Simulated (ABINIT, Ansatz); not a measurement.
## A GW run on Li2H6Pt (Fm-3m) in ABINIT, with inputs changed

What do changed inputs do to GW on Li2H6Pt (Fm-3m)?

Calculated with ABINIT 10.8.3; LDA and many-body steps on it, plane waves.

## 1. Set-up

It takes space group Fm-3m (No. 225, cubic). Conventional cell: a = 6.650 Å, b = 6.650 Å, c = 6.650 Å, α = 90.00°, β = 90.00°, γ = 90.00°. Li has 12 H at 2.35 Å nearest. Nearest to H lie 1 Pt at 1.63 Å. Nearest to Pt lie 6 H at 1.63 Å. Farther neighbours are not listed.

Coordinates:

```cif
data_structure
_symmetry_space_group_name_H-M 'Fm-3m'
_symmetry_Int_Tables_number 225
_cell_length_a 6.6499
_cell_length_b 6.6499
_cell_length_c 6.6499
_cell_angle_alpha 90.000
_cell_angle_beta 90.000
_cell_angle_gamma 90.000
_cell_volume 294.06
loop_
_atom_site_label
_atom_site_type_symbol
_atom_site_symmetry_multiplicity
_atom_site_Wyckoff_symbol
_atom_site_fract_x
_atom_site_fract_y
_atom_site_fract_z
_atom_site_occupancy
Li1 Li 8 c 0.25000 0.25000 0.75000 1
H1 H 24 e 0.00000 0.00000 0.75479 1
Pt1 Pt 4 a 0.00000 0.00000 0.00000 1
```

The cell and positions are those that the Materials Project relaxed with its own functionals (PBE, PBE+U or r2SCAN), kept fixed. Spin-orbit coupling is left out unless a step names it.

## 2. Screening, 4×4×4 mesh, 63 bands, screening to 114.3 eV

This step: ABINIT 10.8.3; RPA screening on LDA, plane waves, norm-conserving pseudopotentials.

The RPA dielectric matrix is built and inverted for each q.

Contents of run.abi:

```
acell 3*1.0 Angstrom
rprim 
  -0.000000000000 3.324927160000 3.324927160000
  3.324927160000 0.000000000000 3.324927160000
  3.324927160000 3.324927160000 0.000000000000
ntypat 3
znucl 3 1 78
natom 9
typat 1 1 2 2 2 2 2 2 3
xred 
  0.750000000000 0.750000000000 0.750000000000
  0.250000000000 0.250000000000 0.250000000000
  0.754787880000 0.754787880000 0.245212120000
  0.245212120000 0.754787880000 0.245212120000
  0.754787880000 0.245212120000 0.245212120000
  0.245212120000 0.245212120000 0.754787880000
  0.754787880000 0.245212120000 0.754787880000
  0.245212120000 0.754787880000 0.754787880000
  0.000000000000 0.000000000000 0.000000000000
pp_dirpath "pseudos"
pseudos "Li.upf, H.upf, Pt.upf"
ecut 34
ngkpt 4 4 4
nshiftk 1
shiftk 0 0 0
kptopt 1
chksymbreak 0
istwfk *1
occopt 1
irdwfk 1
optdriver 3
nband 63
ecuteps 4.2
inclvkb 2
awtr 1
symchi 1
indata_prefix "in"
outdata_prefix "out"
tmpdata_prefix "tmp"
```

The run is started by

```console
> OMP_NUM_THREADS=1 mpirun -n 4 abinit run.abi > log
```

The log of the run:

```text
.Version 10.8.3 of ABINIT. v10.8.2 released Aug 2026.

 Symmetries : space group Fm -3 m (#225); Bravais cF (face-center cubic)
[... echo of the input left out ...]
== DATASET  1 ==================================================================
-   mpi_nproc: 4, omp_nthreads: 1 (-1 if OMP is not activated)

--- !DatasetInfo
iteration_state: {dtset: 1, }
dimensions: {natom: 9, nkpt: 8, mband: 63, nsppol: 1, nspinor: 1, nspden: 1, mpw: 4723, }
cutoff_energies: {ecut:  34.0, pawecutdg:  -1.0, }
electrons: {nelect:   3.00000000E+01, charge:   0.00000000E+00, occopt:   1.00000000E+00, tsmear:   1.00000000E-02, }

 SCREENING: Calculation of the susceptibility and dielectric matrices

 Based on a program developped by R.W. Godby, V. Olevano, G. Onida, and L. Reining.
 Incorporated in ABINIT by V. Olevano, G.-M. Rignanese, and M. Torrent.
.Using double precision arithmetic ; gwpc =  8

[... cell and pseudopotentials left out ...]
--------------------------------------------------------------------------------

 ==== K-mesh for the wavefunctions ====
 Number of points in the irreducible wedge :     8
[... list of points left out ...]
 Together with 48 symmetry operations and time-reversal symmetry
 yields    64 points in the full Brillouin Zone.

 ==== Q-mesh for the screening function ====
 Number of points in the irreducible wedge :     8
[... list of points left out ...]
 Together with 48 symmetry operations and time-reversal symmetry
 yields    64 points in the full Brillouin Zone.

 setmesh: FFT mesh size selected  =    32x   32x   32
          total number of points  =        32768

 vcoul_init : cutoff-mode = AUXILIARY_FUNCTION
 q-points for optical limit:   1
     1)      0.000010    0.000020    0.000030

- screening: taking advantage of time-reversal symmetry
- Maximum band index for partially occupied states nbvw = 15
- Remaining bands to be divided among processors   nbcw = 48
- Number of bands treated by each node ~12

 Number of electrons calculated from density =   30.0000; Expected =   30.0000
 average of density, n =  0.060471
 r_s =    1.5805
 omega_plasma =   23.7208 [eV]

 calculating chi0 at frequencies [eV] :
  1    0.000000E+00    0.000000E+00
  2    0.000000E+00    2.372082E+01

--------------------------------------------------------------------------------
  q-point number  1        q = ( 0.000000, 0.000000, 0.000000) [r.l.u.]
--------------------------------------------------------------------------------
[... chi0 elements left out ...]
 For q-point:  0.000010 0.000020 0.000030
  dielectric constant =   4.2235
  dielectric constant without local fields =   5.1559

  Average fulfillment of the sum rule on Im[epsilon] for q-point    1 :     51.65  [%]
[... wings left out ...]
  q-point number  2        q = ( 0.250000, 0.000000, 0.000000) [r.l.u.]
--------------------------------------------------------------------------------
[... chi0 elements left out ...]
  Average fulfillment of the sum rule on Im[epsilon] for q-point    2 :     68.28  [%]

 [... 6 further q-points ...]
```

Elapsed: 22 s, on 4 MPI ranks of Arm Neoverse V1, shared host; peak memory 1 GiB; 87 s of CPU time.

Numbers from this step:

```yaml
eps_infinity_with_local_fields_on_this_mesh_along_the_program_s_q_direction: 4.223
the_same_without_local_fields: 5.156
plasma_frequency: 23.72 eV
plane_waves_in_the_screening_matrix: 181
```

Local fields lower ε∞ by 18 %.

## 3. Base

The self-energy is evaluated for the states that the input lists, and the levels follow from it, in one-shot runs by the linearised quasiparticle equation.

This step: G0W0 on LDA, plane waves, norm-conserving pseudopotentials.

run.abi: that of step 2 with these lines changed.

```diff
@@ -30,8 +30,19 @@
 irdwfk 1
-optdriver 3
+optdriver 4
 nband 63
+gwcalctyp 0
+ecutsigx 34
+symsigma 1
+nkptgw 3
+kptgw 
+  -0.2500000000 0.2500000000 0.0000000000
+  0.5000000000 0.5000000000 0.0000000000
+  0.0000000000 0.0000000000 0.0000000000
+bdgw 
+  14 17
+  14 17
+  13 19
 ecuteps 4.2
-inclvkb 2
-awtr 1
-symchi 1
+irdscr 1
+ppmodel 1
 indata_prefix "in"
```

The log of the run:

```text
.Version 10.8.3 of ABINIT. v10.8.2 released Aug 2026.

 Symmetries : space group Fm -3 m (#225); Bravais cF (face-center cubic)
[... echo of the input left out ...]
== DATASET  1 ==================================================================
-   mpi_nproc: 4, omp_nthreads: 1 (-1 if OMP is not activated)

--- !DatasetInfo
iteration_state: {dtset: 1, }
dimensions: {natom: 9, nkpt: 8, mband: 63, nsppol: 1, nspinor: 1, nspden: 1, mpw: 4723, }
cutoff_energies: {ecut:  34.0, pawecutdg:  -1.0, }
electrons: {nelect:   3.00000000E+01, charge:   0.00000000E+00, occopt:   1.00000000E+00, tsmear:   1.00000000E-02, }

 SIGMA: Calculation of the GW corrections

 Based on a program developped by R.W. Godby, V. Olevano, G. Onida, and L. Reining.
 Incorporated in ABINIT by V. Olevano, G.-M. Rignanese, and M. Torrent.
.Using double precision arithmetic ; gwpc =  8

[... cell and pseudopotentials left out ...]
--------------------------------------------------------------------------------

 ==== K-mesh for the wavefunctions ====
 Number of points in the irreducible wedge :     8
[... list of points left out ...]
 Together with 48 symmetry operations and time-reversal symmetry
 yields    64 points in the full Brillouin Zone.

 ==== Q-mesh for screening function ====
 Number of points in the irreducible wedge :     8
[... list of points left out ...]
 Together with 48 symmetry operations and time-reversal symmetry
 yields    64 points in the full Brillouin Zone.

 vcoul_init : cutoff-mode = AUXILIARY_FUNCTION
 q-points for optical limit:   1
     1)      0.000010    0.000020    0.000030
 setmesh: FFT mesh size selected  =    48x   48x   48
          total number of points  =       110592

 Number of electrons calculated from density =   30.0000; Expected =   30.0000
 average of density, n =  0.060471
 r_s =    1.5805
 omega_plasma =   23.7208 [eV]

 === KS Band Gaps ===
  >>>> For spin  1
   Minimum direct gap =   4.3344 [eV], located at k-point      :   0.5000  0.5000  0.0000
   Fundamental gap    =   2.7574 [eV], Top of valence bands at :  -0.2500  0.2500  0.0000
                                       Bottom of conduction at :   0.5000  0.5000  0.0000
 SIGMA fundamental parameters:
 PLASMON POLE MODEL  1
 number of plane-waves for SigmaX                 4693
 number of plane-waves for SigmaC and W            181
 number of plane-waves for wavefunctions          4693
 number of bands                                    63
 number of independent spin polarizations            1
 number of spinorial components                      1
 number of k-points in IBZ                           8
 number of q-points in IBZ                           8
 number of symmetry operations                      48
 number of k-points in BZ                           64
 number of q-points in BZ                           64
 number of frequencies for dSigma/dE                 9
 frequency step for dSigma/dE [eV]                0.25
 number of omega for Sigma on real axis              0
 max omega for Sigma on real axis  [eV]           0.00
 zcut for avoiding poles [eV]                     0.10

 EPSILON^-1 parameters (SCR file):
 dimension of the eps^-1 matrix on file            181
 dimension of the eps^-1 matrix used               181
 number of plane-waves for wavefunctions          4693
 number of bands                                    63
 number of q-points in IBZ                           8
 number of frequencies                               2
 number of real frequencies                          1
 number of imag frequencies                          1

 matrix elements of self-energy operator (all in [eV])

 Perturbative Calculation

--- !SelfEnergy_ee
iteration_state: {dtset: 1, }
kpoint     : [  -0.250,    0.250,    0.000, ]
spin       : 1
KS_gap     :    5.309
QP_gap     :    7.298
Delta_QP_KS:    1.990
data: !SigmaeeData |
     Band     E0 <VxcDFT>   SigX SigC(E0)      Z dSigC/dE  Sig(E)    E-E0       E
       14   0.295 -14.786 -18.648   3.083   0.800  -0.250 -15.410  -0.624  -0.328
       15   1.410 -12.321 -15.301   2.100   0.812  -0.231 -13.036  -0.715   0.695
       16   6.719 -12.843  -8.443  -2.853   0.824  -0.213 -11.568   1.275   7.994
       17   6.814 -13.436  -8.908  -2.863   0.820  -0.219 -12.070   1.365   8.179

--- !SelfEnergy_ee
iteration_state: {dtset: 1, }
kpoint     : [   0.500,    0.500,    0.000, ]
spin       : 1
KS_gap     :    4.334
QP_gap     :    6.486
Delta_QP_KS:    2.151
data: !SigmaeeData |
     Band     E0 <VxcDFT>   SigX SigC(E0)      Z dSigC/dE  Sig(E)    E-E0       E
       14  -0.167 -11.272 -14.761   2.404   0.805  -0.243 -12.145  -0.873  -1.040
       15  -0.167 -11.272 -14.761   2.404   0.805  -0.243 -12.145  -0.873  -1.040
[...]
--- !SelfEnergy_ee
iteration_state: {dtset: 1, }
kpoint     : [   0.000,    0.000,    0.000, ]
spin       : 1
KS_gap     :    6.656
QP_gap     :    8.768
Delta_QP_KS:    2.112
data: !SigmaeeData |
     Band     E0 <VxcDFT>   SigX SigC(E0)      Z dSigC/dE  Sig(E)    E-E0       E
[...]
17   8.657 -10.863  -6.051  -3.238   0.834  -0.199  -9.550   1.312   9.969
       18   8.657 -10.863  -6.051  -3.238   0.834  -0.199  -9.550   1.312   9.969
       19   8.657 -10.863  -6.051  -3.238   0.834  -0.199  -9.550   1.312   9.969

== END DATASET(S) ==============================================================
================================================================================

 -outvars: echo values of variables after computation  --------
           etotal      0.0000000000E+00
            nband          63
             nkpt           8
          spgroup         225
 [... the other variables as echoed above ...]

 Calculation completed.
```

Run time: 11 s. Hardware: 4 MPI ranks; peak memory 0.92 GiB; 43 s of CPU time.

Numbers from this step:

| Item | Value |
| --- | --- |
| G0W0 gap on the points computed | 4.751 eV |
| starting gap on the mesh | 2.757 eV |
| k of the valence top | -0.25, 0.25, 0 |
| k of the conduction bottom | 0.5, 0.5, 0 |
| Z at the valence top | 0.812 |
| Z at the conduction bottom | 0.827 |
| least direct G0W0 gap on the computed points | 6.486 eV |

The gap on the mesh goes from 2.76 eV to 4.75 eV, a correction of +1.99 eV.

## 4. No symmetry in the self-energy

run.abi: that of step 3 with these lines changed.

```diff
@@ -34,3 +34,3 @@
 ecutsigx 34
-symsigma 1
+symsigma 0
 nkptgw 3
```

The log of the run:

```text
.Version 10.8.3 of ABINIT. v10.8.2 released Aug 2026.

 Symmetries : space group Fm -3 m (#225); Bravais cF (face-center cubic)
[... echo of the input left out ...]
== DATASET  1 ==================================================================
-   mpi_nproc: 4, omp_nthreads: 1 (-1 if OMP is not activated)

--- !DatasetInfo
iteration_state: {dtset: 1, }
dimensions: {natom: 9, nkpt: 8, mband: 63, nsppol: 1, nspinor: 1, nspden: 1, mpw: 4723, }
cutoff_energies: {ecut:  34.0, pawecutdg:  -1.0, }
electrons: {nelect:   3.00000000E+01, charge:   0.00000000E+00, occopt:   1.00000000E+00, tsmear:   1.00000000E-02, }

 SIGMA: Calculation of the GW corrections

 Based on a program developped by R.W. Godby, V. Olevano, G. Onida, and L. Reining.
 Incorporated in ABINIT by V. Olevano, G.-M. Rignanese, and M. Torrent.
.Using double precision arithmetic ; gwpc =  8

[... cell and pseudopotentials left out ...]
--------------------------------------------------------------------------------

 ==== K-mesh for the wavefunctions ====
 Number of points in the irreducible wedge :     8
[... list of points left out ...]
 Together with 48 symmetry operations and time-reversal symmetry
 yields    64 points in the full Brillouin Zone.

 ==== Q-mesh for screening function ====
 Number of points in the irreducible wedge :     8
[... list of points left out ...]
 Together with 48 symmetry operations and time-reversal symmetry
 yields    64 points in the full Brillouin Zone.

 vcoul_init : cutoff-mode = AUXILIARY_FUNCTION
 q-points for optical limit:   1
     1)      0.000010    0.000020    0.000030
 setmesh: FFT mesh size selected  =    48x   48x   48
          total number of points  =       110592

 Number of electrons calculated from density =   30.0000; Expected =   30.0000
[...]
number of plane-waves for wavefunctions          4693
 number of bands                                    63
 number of q-points in IBZ                           8
 number of frequencies                               2
 number of real frequencies                          1
 number of imag frequencies                          1

 matrix elements of self-energy operator (all in [eV])

 Perturbative Calculation

--- !SelfEnergy_ee
iteration_state: {dtset: 1, }
kpoint     : [  -0.250,    0.250,    0.000, ]
spin       : 1
KS_gap     :    5.309
QP_gap     :    7.298
Delta_QP_KS:    1.990
data: !SigmaeeData |
     Band     E0 <VxcDFT>   SigX SigC(E0)      Z dSigC/dE  Sig(E)    E-E0       E
       14   0.295 -14.786 -18.648   3.083   0.800  -0.250 -15.410  -0.624  -0.328
       15   1.410 -12.321 -15.301   2.100   0.812  -0.231 -13.036  -0.715   0.695
       16   6.719 -12.843  -8.443  -2.853   0.824  -0.213 -11.568   1.275   7.994
[...]
--- !SelfEnergy_ee
iteration_state: {dtset: 1, }
kpoint     : [   0.500,    0.500,    0.000, ]
spin       : 1
KS_gap     :    4.334
QP_gap     :    6.486
Delta_QP_KS:    2.151
data: !SigmaeeData |
     Band     E0 <VxcDFT>   SigX SigC(E0)      Z dSigC/dE  Sig(E)    E-E0       E
[...]
--- !SelfEnergy_ee
iteration_state: {dtset: 1, }
kpoint     : [   0.000,    0.000,    0.000, ]
spin       : 1
KS_gap     :    6.656
QP_gap     :    8.767
Delta_QP_KS:    2.111
data: !SigmaeeData |
     Band     E0 <VxcDFT>   SigX SigC(E0)      Z dSigC/dE  Sig(E)    E-E0       E
[...]
18   8.657 -10.863  -6.051  -3.238   0.834  -0.199  -9.550   1.312   9.969
       19   8.657 -10.863  -6.051  -3.238   0.834  -0.199  -9.550   1.312   9.969

== END DATASET(S) ==============================================================
================================================================================

 -outvars: echo values of variables after computation  --------
           etotal      0.0000000000E+00
            nband          63
             nkpt           8
          spgroup         225
 [... the other variables as echoed above ...]

 Calculation completed.
```

Elapsed: 39 s, on 4 MPI ranks; peak memory 0.99 GiB; 2.6 min of CPU time.

Numbers from this step:

```
G0W0 gap on the points computed              : 4.751 eV
starting gap on the mesh                     : 2.757 eV
k of the valence top                         : -0.25, 0.25, 0
k of the conduction bottom                   : 0.5, 0.5, 0
Z at the valence top                         : 0.812
Z at the conduction bottom                   : 0.827
least direct G0W0 gap on the computed points : 6.486 eV
```

Against G0W0 in ABINIT (4×4×4 mesh, 63 bands, screening to 114.3 eV, Godby-Needs plasmon pole), the gap moves by +0.000 eV.

(Part 1 of 2 ends here.)

[Paths, hosts, dates, memory and timing lines, banners, echoed tables and standing remarks are left out of the program output.]

[Logs are printed without paths, hosts, clocks, repeated set-up lines and the standing remarks that a program may print on its own settings, such as how far it seeks lower states.]

[Runs of the session that timed out or met a known fault of the program may be left out.]

[No measured gap is set beside runs whose start may be inverted or whose files or cutoffs have a known fault.]

[Hosts, paths, dates, database ids (printed as entryN), source tags and the programs' standing remarks are cut or masked in the printed files.]

[G0W0 gaps are taken among the corrected bands and points alone; a level outside them can change the order at an edge.]

[Where Ansatz stands beside ABINIT at settings called matched, ABINIT's density can come from a denser mesh and the files from another edition; pairs whose starting gaps differed by over 0.03 eV were left out, so agreement reads better than it is.]
